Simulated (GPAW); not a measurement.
The O K edge of atom 3 in InHO2 (Pnnm), with 1 H at 1.21 Å and 3 In at 2.19 Å (distorted tetrahedral, site symmetry m), was computed in 2 ways: full core hole (charged cell) and no core hole. Program and functional: GPAW, LDA, Gaussian full width 0.9 eV up to 4 eV, rising linearly to 3.5 eV at 25 eV; cells of 8 and 32 atoms (the run without a hole in the smaller).

Each run is counted from its own lowest empty level or Fermi level and scaled to a mean of 1 over its first 20 eV.

| E (eV) | run 1 | run 2 |
| --- | --- | --- |
| -2.0 | 0.00 | 0.00 |
| -1.5 | 0.00 | 0.00 |
| -1.0 | 0.00 | 0.00 |
| -0.5 | 0.00 | 0.00 |
| 0.0 | 0.00 | 0.00 |
| 0.5 | 0.03 | 0.03 |
| 1.0 | 0.07 | 0.09 |
| 1.5 | 0.16 | 0.18 |
| 2.0 | 0.34 | 0.25 |
| 2.5 | 0.77 | 0.42 |
| 3.0 | 1.66 | 0.75 |
| 3.5 | 2.41 | 1.22 |
| 4.0 | 1.89 | 1.79 |
| 4.5 | 1.12 | 1.61 |
| 5.0 | 0.79 | 1.08 |
| 5.5 | 0.75 | 0.67 |
| 6.0 | 1.09 | 0.72 |
| 6.5 | 1.50 | 0.95 |
| 7.0 | 1.78 | 1.06 |
| 7.5 | 2.08 | 1.25 |
| 8.0 | 2.38 | 1.76 |
| 8.5 | 2.41 | 2.22 |
| 9.0 | 2.30 | 2.27 |
| 9.5 | 2.26 | 2.02 |
| 10.0 | 2.13 | 1.74 |
| 10.5 | 1.75 | 1.61 |
| 11.0 | 1.27 | 1.64 |
| 11.5 | 0.90 | 1.74 |
| 12.0 | 0.70 | 1.79 |
| 12.5 | 0.56 | 1.69 |
| 13.0 | 0.46 | 1.42 |
| 13.5 | 0.39 | 1.07 |
| 14.0 | 0.38 | 0.81 |
| 14.5 | 0.42 | 0.67 |
| 15.0 | 0.47 | 0.63 |
| 15.5 | 0.49 | 0.61 |
| 16.0 | 0.49 | 0.58 |
| 16.5 | 0.47 | 0.53 |
| 17.0 | 0.45 | 0.49 |
| 17.5 | 0.45 | 0.46 |
| 18.0 | 0.47 | 0.45 |
| 18.5 | 0.49 | 0.45 |
| 19.0 | 0.51 | 0.45 |
| 19.5 | 0.53 | 0.45 |
| 20.0 | 0.55 | 0.45 |
| 20.5 | 0.58 | 0.46 |
| 21.0 | 0.63 | 0.47 |
| 21.5 | 0.69 | 0.49 |
| 22.0 | 0.76 | 0.53 |
| 22.5 | 0.85 | 0.57 |
| 23.0 | 0.94 | 0.62 |
| 23.5 | 1.03 | 0.68 |
| 24.0 | 1.12 | 0.74 |
| 24.5 | 1.19 | 0.81 |
| 25.0 | 1.25 | 0.89 |
| 25.5 | 1.28 | 0.96 |
| 26.0 | 1.28 | 1.01 |
| 26.5 | 1.26 | 1.05 |
| 27.0 | 1.20 | 1.06 |
| 27.5 | 1.13 | 1.05 |
| 28.0 | 1.05 | 1.00 |
| 28.5 | 0.97 | 0.95 |
| 29.0 | 0.92 | 0.90 |
| 29.5 | 0.88 | 0.86 |
| 30.0 | 0.85 | 0.84 |
| 30.5 | 0.84 | 0.83 |
| 31.0 | 0.84 | 0.83 |
| 31.5 | 0.83 | 0.84 |
| 32.0 | 0.82 | 0.83 |

**Question.** Which run is which?

Run 1: full core hole (charged cell) (area from −2 to 6 eV 5.3, main maxima 3.5 eV (2.41), 8.3 eV (2.43) and 15.7 eV (0.50)). Run 2: no core hole (area from −2 to 6 eV 4.2, main maxima 4.1 eV (1.82), 8.8 eV (2.30) and 12.0 eV (1.79)). With each curve scaled to its own mean, the area from −2 to 6 eV with the hole is 5.3 against 4.2, and the centre of weight from −1 to 20 eV moves by -1.0 eV: the hole pulls the absorber's empty states down.

[Hosts, paths, dates, database ids (printed as entryN), source tags and the programs' standing remarks are cut or masked in the printed files.]

[Lists of maxima count a maximum above −3 eV only where it reaches 4 % of the highest in the window and stands out from its surroundings by 2 % of it (1.5 % where it reaches 55 %); shoulders and weaker maxima are passed over, and of the rest the first, up to two pre-edge ones and the few strongest are named.]
